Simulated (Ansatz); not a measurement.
# Li2ScBr4: relaxing a made-up structure, part 2 of 2

This structure for Li2ScBr4 is made up. Its elements were placed in a known structure type with a cell scaled to their sizes. What cell does the guess relax to, and how far off was it?

Ansatz 0.2.0; DFT, PBE, plane-wave PAW, files of the set soft_1, scalar-relativistic, no spin, cell and ions relaxed at zero pressure; PAW set soft_1 (the session's first sound run).

So far: The structure; Relaxation of the guess.

**2. Relaxation of the guess (continued)**

The shortest distance of each pair, which need not be the same contact before and after:

| pair | guess (Å) | relaxed (Å) |
| --- | --- | --- |
| Br–Li | 2.427 | 2.551 |
| Br–Sc | 2.719 | 2.647 |
| Br–Br | 3.680 | 4.141 |
| Li–Sc | 4.289 | 4.224 |
| Li–Li | 4.289 | 4.224 |

The relaxation ends with a largest force component of 0.0047 eV/Å and a pressure of -0.01 GPa.

**3. Bands of the relaxed cell**

With the geometry fixed, one more self-consistent run, with a narrower smearing and the mesh shown in its input, gives the bands, and its pressure, and its forces where symmetry allows any, show how far the geometry depends on these settings.

This step: DFT, PBE, plane-wave PAW, files of the set soft_1, scalar-relativistic, no spin, bands and density of states at the relaxed cell; PAW set soft_1 (Ansatz 0.2.0).

input.yaml reads:

```yaml
crystal:
  lattice:
    - [-3.1011707112, 3.1011707112, 5.7352236827]
    - [3.1011707112, -3.1011707112, 5.7352236827]
    - [3.1011707112, 3.1011707112, -5.7352236827]
  atoms:
    - { symbol: Br, position: [0.3664399807, 0.3896191103, 0.5107704137] }
    - { symbol: Br, position: [0.6103808897, 0.1211513034, 0.9768208704] }
    - { symbol: Br, position: [0.8788486966, 0.855669567, 0.4892295863] }
    - { symbol: Br, position: [0.144330433, 0.6335600193, 0.0231791296] }
    - { symbol: Sc, position: [0.0, 0.0, 0.0] }
    - { symbol: Li, position: [0.25, 0.75, 0.5] }
    - { symbol: Li, position: [0.5, 0.5, 0.0] }
kpoints:
  mp_grid: { grid: [8, 8, 8] }
  band_path:
    path:
      - [[0.0, 0.0, 0.0], [0.0, 0.0, 0.5], [-0.146191, 0.146191, 0.5], [-0.3230955, 0.3230955, 0.3230955], [0.0, 0.0, 0.0], [0.5, 0.5, -0.5], [0.3230955, 0.6769045, -0.3230955], [0.0, 0.5, 0.0], [0.25, 0.25, 0.25], [0.5, 0.5, -0.146191], [0.5, 0.5, -0.5]]
      - [[0.0, 0.0, 0.5], [0.25, 0.25, 0.25]]
    npoints: 7
scf:
  occupations: { method: fermi_dirac, width: 0.03 }
  n_extra_bands: 11
hamiltonian:
  xc: pbe
  pseudopotentials: { kind: paw, azcp: { folder: soft_1 } }
output:
  forces: true
  stress: true
  write_bands: true
  dos: { projected: true }
  write_density: true
  write_potential: true
  elf: true
  volumetric_format: npy
```

Launch:

```
$ ansatz run input.yaml --threads 4 --pin off --max-ram 10240MiB --backend cpu --events-out ev --progress --plain --runs-dir out
```

Numbers of over 12 decimals in the logs are rounded to 6 here.

Log:

```text
[...]
Crystal: 7 atoms, lattice volume = 220.629 Å³
Basis set: ecut = 420 eV, 4283 PW (Γ), exchange–correlation on 100×100×100 points (8 copies of the dense FFT grid, shifted against one another)
Bands: 34, of which v1, the nominal top of the filled ones, is band 23 counted from 1 (22 counted from 0)
Symmetry: 4 space group operations
[...]
k-points: 78 of 512 (time reversal used)
[...]
SCF iter   1: F=—  HF=-13693.090370 eV  |F-HF|=—  |Δ(HF+E_count)|=         —  Δρ=1.04e-1  dr2=5.44e1  ethr=3.10e-3  ⟨swp⟩=7.4  Hψ=12866  notcnv=0
[...]
SCF iter  13: F=-13687.604424 eV  HF=-13687.604424 eV  |F-HF|=1.17e-8  |Δ(HF+E_count)|=   4.50e-8  Δρ=6.25e-6  dr2=8.75e-8  ethr=2.22e-10  ⟨swp⟩=15.8  Hψ=20372  notcnv=0
SCF 1 converged in 13 iterations: F = -13687.604424 eV  dr2 = 8.75e-8
[...]
NSCF: frozen V_eff on 79 k-points
SCF converged after 13 iterations
Free energy (F): -13687.604424 eV
[...]
Internal energy: -13687.554123 eV  (E = F + TS)
E sigma→0 (E₀):  -13687.579274 eV
Entropy (-TS):   -0.050301 eV (-7.186 meV/atom)
Fermi energy:    4.852838 eV
[...]
--- Forces (eV/Å), atoms counted from 1 ---
  atom   1  Br    -0.00008376    -0.00294451    -0.01089326
  atom   2  Br    -0.00294451     0.00008376     0.01089326
  atom   3  Br     0.00008376     0.00294451    -0.01089326
  atom   4  Br     0.00294451    -0.00008376     0.01089326
  atom   5  Sc     0.00000000     0.00000000     0.00000000
  atom   6  Li    -0.00000000     0.00000000     0.00000000
  atom   7  Li     0.00000000     0.00000000     0.00000000
  max |Σ_I F_I| component: 1.04e-17 eV/Å
--- Stress (GPa, compression-positive) ---
       -0.000832       0.000001       0.000000
       -0.000001      -0.000832      -0.000000
        0.000000      -0.000000      -0.076014
  P = ⅓ Tr σ = -0.0259 GPa (-0.259 kbar)
--- Band table (eV; the first three rows and the last of 78) ---
  k-point 0: bands = [... 19 lower, -0.0770, 0.0053, 0.0053, 4.7035, 5.0115, 5.0560, 5.0873, 5.2647, ... 7 higher]
  k-point 1: bands = [... 19 lower, -0.1100, -0.0989, 0.0183, 4.8116, 4.9965, 5.0434, 5.2475, 5.2947, ... 7 higher]
  k-point 2: bands = [... 19 lower, -0.1904, -0.1373, 0.0282, 4.9030, 4.9581, 5.1002, 5.3100, 5.3880, ... 7 higher]
  k-point 77: bands = [... 19 lower, -0.2722, -0.0380, -0.0380, 4.7504, 4.9235, 4.9819, 4.9819, 5.5808, ... 7 higher]
```

Elapsed: 13 s, on 4 threads of Intel Xeon 6975P-C (Granite Rapids), shared host; peak memory 0.93 GiB.

In the SCF lines HF is the Harris–Foulkes energy and dr2 the Hartree energy of the density residual, in eV; the loop may stop once dr2 is under the threshold and the program's other checks hold. Hψ counts applications of the Hamiltonian.

Numbers from this step:

| Property | Result |
| --- | --- |
| free energy | -13687.6044 eV |
| energy at zero smearing | -13687.5793 eV |
| smearing term TS | 0.05030 eV |
| Fermi energy | 4.853 eV |
| pressure | -0.02589 GPa |

From bands.tsv, the bands that come nearest the Fermi level along the path, at its corners, in eV from the Fermi level:

```tsv
point	band 19	band 20	band 21	band 22	band 23	band 24	band 25	band 26
Γ	-5.45	-4.93	-4.85	-4.85	-0.15	0.16	0.20	0.23
X	-5.27	-4.95	-4.84	-4.81	0.04	0.09	0.44	0.58
Y	-5.28	-5.04	-4.86	-4.81	0.03	0.07	0.41	0.53
S	-5.31	-5.12	-4.92	-4.83	0.01	0.04	0.15	0.43
Γ	-5.45	-4.93	-4.85	-4.85	-0.15	0.16	0.20	0.23
Z	-5.44	-5.13	-4.89	-4.89	-0.10	0.07	0.13	0.13
S1	-5.31	-5.12	-4.92	-4.83	0.01	0.04	0.15	0.43
N	-5.38	-5.05	-4.94	-4.83	0.03	0.09	0.22	0.43
P	-5.10	-5.00	-4.95	-4.81	0.05	0.07	0.45	0.62
Y1	-5.28	-5.04	-4.86	-4.81	0.03	0.07	0.41	0.53
Z	-5.44	-5.13	-4.89	-4.89	-0.10	0.07	0.13	0.13
X	-5.27	-4.95	-4.84	-4.81	0.04	0.09	0.44	0.58
P	-5.10	-5.00	-4.95	-4.81	0.05	0.07	0.45	0.62
```

Counts of states for the cell as run, both spins, by energy window (eV from the Fermi level):

| from | to | total |
| --- | --- | --- |
| -8 | -7 | 0.00 |
| -7 | -6 | 6.23 |
| -6 | -5 | 13.63 |
| -5 | -4 | 4.15 |
| -4 | -3 | 0.00 |
| -3 | -2 | 0.00 |
| -2 | -1 | 0.00 |
| -1 | 0 | 0.46 |
| 0 | 1 | 9.83 |
| 1 | 2 | 1.48 |
| 2 | 3 | 4.12 |
| 3 | 4 | 3.56 |

Below -8 eV lie 20.0 more states.

Electrostatic potential energy in the ac plane of the conventional cell at fractional y = 0.000, with atoms of Sc and Li within 0.2 Å of it. With pseudopotentials it is smooth inside the atoms' cores, unlike the true potential.

Values in eV, 13 rows by 16 columns, each cell a mean:
```
-26 -21  -7   2   5   6   7   7   7   7   7   6   3  -3 -16 -24
  1   2   4   5   6   7   7   7   8   7   7   6   6   5   3   2
  7   7   7   7   7   7   8   8   8   8   8   7   7   7   7   7
  7   7   7   7   7   8   8   8   8   8   8   7   7   7   7   7
  6   6   6   6   7   7   7   8   8   7   7   7   7   6   6   6
 -6  -1   3   5   6   7   7   7   7   7   7   7   6   4   1  -4
-28 -15   0   5   6   7   7   7   7   7   7   6   5   3  -7 -25
 -1   2   4   5   6   6   6   7   7   7   6   6   5   5   3   0
  6   6   6   6   5   5   3   1   1   3   4   5   6   6   6   6
  7   7   7   6   5   3  -7 -24 -27 -15   0   4   6   7   7   7
  6   6   6   6   5   4   1  -6  -8  -2   3   5   6   6   6   6
 -2   0   3   4   5   6   6   6   6   6   6   5   5   3   1  -2
-29 -25 -10   1   5   6   7   7   7   7   7   5   3  -4 -20 -28
```
Columns run along a (6.2 Å; values clipped at the 3rd and 97th percentile), rows up along c (11.5 Å), edges of the conventional cell, whose origin can differ from the input's. Atoms in or near the plane, at fractional coordinates: Sc at (0.00, 0.00), Li at (0.50, 0.25), Li at (0.00, 0.50).

ELF in the ac plane of the conventional cell at fractional y = 0.000, with atoms of Sc and Li within 0.2 Å of it. It is the smooth field of the valence electrons, not physical close to the nuclei.

Ten even steps from '_' (0.00) to '@' (0.92), each cell a mean:
```
==**==..____________________::**++
**==....::::..________..::..__::++
::....--====::______..--====::....
....::--====::______..--====::....
____..........________........____
__________________________________
__________________________________
____..------..______..::----::..__
__..--++++==::______..==++++==::__
__..--++++==::______..--==++==::__
::__..::::..__________..::::..__..
@@==__________________________..%%
##--__......__________......____**
____::++++==--..____::==++++==..__
__..==**##**==..__..--**##**++--__
__..--++****==..____--++****==::__
____..::----....::..__::----::____
______________==@@##..____________
________....__--##++..__..________
____..--====::______..--==--::..__
....::==****==..____--++**++--....
--....--++++==..____--++++==::..::
##++....::--::______..----::..--**
::**++..________________..__--##==
```
Columns run along a (6.2 Å), rows up along c (11.5 Å), edges of the conventional cell, whose origin can differ from the input's. Atoms in or near the plane, at fractional coordinates: Sc at (0.00, 0.00), Li at (0.50, 0.25), Li at (0.00, 0.50).

Valence density in the ac plane of the conventional cell at fractional y = 0.000, with atoms of Sc and Li within 0.2 Å of it. It is the smooth field of the valence electrons, not physical close to the nuclei.

Values in e/Å³, 13 rows by 16 columns, each cell a mean:
```
4.2 2.0 0.4 0.1 0.1 0.0 0.0 0.0 0.0 0.0 0.0 0.0 0.1 0.2 1.1 3.5
0.1 0.1 0.1 0.1 0.1 0.0 0.0 0.0 0.0 0.0 0.0 0.1 0.1 0.1 0.1 0.1
0.0 0.0 0.0 0.0 0.0 0.0 0.0 0.0 0.0 0.0 0.0 0.0 0.0 0.0 0.0 0.0
0.0 0.0 0.0 0.0 0.0 0.0 0.0 0.0 0.0 0.0 0.0 0.0 0.0 0.0 0.0 0.0
0.0 0.0 0.0 0.1 0.1 0.0 0.0 0.0 0.0 0.0 0.0 0.1 0.1 0.1 0.0 0.0
0.4 0.1 0.1 0.1 0.1 0.0 0.0 0.0 0.0 0.0 0.0 0.0 0.1 0.1 0.1 0.3
5.0 0.9 0.1 0.0 0.0 0.0 0.0 0.0 0.0 0.0 0.0 0.0 0.0 0.0 0.2 3.2
0.1 0.1 0.1 0.1 0.1 0.1 0.1 0.0 0.0 0.0 0.1 0.1 0.1 0.1 0.1 0.1
0.0 0.0 0.1 0.1 0.1 0.1 0.1 0.1 0.1 0.1 0.1 0.1 0.1 0.1 0.0 0.0
0.0 0.0 0.0 0.0 0.0 0.0 0.2 3.1 4.9 0.9 0.1 0.0 0.0 0.0 0.0 0.0
0.0 0.0 0.0 0.1 0.1 0.1 0.1 0.4 0.6 0.1 0.1 0.1 0.1 0.1 0.0 0.0
0.3 0.2 0.1 0.1 0.1 0.1 0.1 0.0 0.0 0.0 0.1 0.1 0.1 0.1 0.1 0.2
5.7 2.9 0.5 0.1 0.1 0.0 0.0 0.0 0.0 0.0 0.0 0.1 0.1 0.2 1.6 4.8
```
Columns run along a (6.2 Å), rows up along c (11.5 Å), edges of the conventional cell, whose origin can differ from the input's. Atoms in or near the plane, at fractional coordinates: Sc at (0.00, 0.00), Li at (0.50, 0.25), Li at (0.00, 0.50).

**4. What came out**

| Quantity | Value |
| --- | --- |
| space group, relaxed | I-4 |
| conventional cell | a = 6.202, b = 6.202, c = 11.470 Å; α = 90.0°, β = 90.0°, γ = 90.0° |
| volume per atom | 31.52 Å³ (guess 32.71) |

**Reading.** Li2ScBr4 relaxes to I-4 with a = 6.202, b = 6.202 and c = 11.470 Å. The guessed volume was 4 % too large. The space group I-4 was held in the relaxation, so the end point is a stationary structure within it and may be a saddle against distortions or other arrangements. Bands cross the Fermi level, so it is a metal or semimetal at this level. The electron count is odd, which forces that without spin polarisation or a larger cell. On the 8×8×8 mesh with the narrower smearing (relaxed on 6×6×6) the largest force component is 0.011 eV/Å and the largest stress component is 0.076 GPa, against the relaxation's thresholds of 0.015 eV/Å and 0.05 GPa. The cutoff wasn't tested. No dispersion term is used, so weakly bound directions may come out too long. Nothing here tests whether the compound is stable against decomposition.

[Logs are printed without paths, hosts, clocks, repeated set-up lines and the standing remarks that a program may print on its own settings, such as how far it seeks lower states.]

[Hosts, paths, dates, database ids (printed as entryN), source tags and the programs' standing remarks are cut or masked in the printed files.]
